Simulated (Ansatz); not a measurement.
Rows from a G0W0 calculation on CsPbBr3 (Pm-3m) (Ansatz 0.2.0; G0W0 on PBE, plane waves, PAW; PAW set soft_1; 4×4×4 mesh, 459 empty bands, screening to 100 eV, PAW set soft_1 files), in eV. Spin-orbit coupling is left out.

```tsv
row	Σx	Σc	Vxc	Z
A	-19.20	0.87	-17.76	0.77
B	-8.13	-3.21	-11.70	0.79
C	-19.57	2.71	-15.77	0.74
```

Q: Which rows are filled states and which are empty ones, and how can one tell?

Filled: A and C. Empty: B. The sign of Σc tells: for a filled state bare exchange, which holds its interaction with itself, lies below Vxc (Σx − Vxc is -1.4 eV or lower here) and screening gives part back as a positive Σc. For an empty state Σx lies above Vxc (+3.6 eV or more) and the Coulomb hole leaves Σc negative.

[Paths, hosts, dates, memory and timing lines, banners, echoed tables and standing remarks are left out of the program output.]

[Logs are printed without paths, hosts, clocks, repeated set-up lines and the standing remarks that a program may print on its own settings, such as how far it seeks lower states.]

[Runs of the session that timed out or met a known fault of the program may be left out.]

[Cells called generated may have been cut or substituted from an entry of the Crystallography Open Database or the Materials Project.]

[Hosts, paths, dates, database ids (printed as entryN), source tags and the programs' standing remarks are cut or masked in the printed files.]
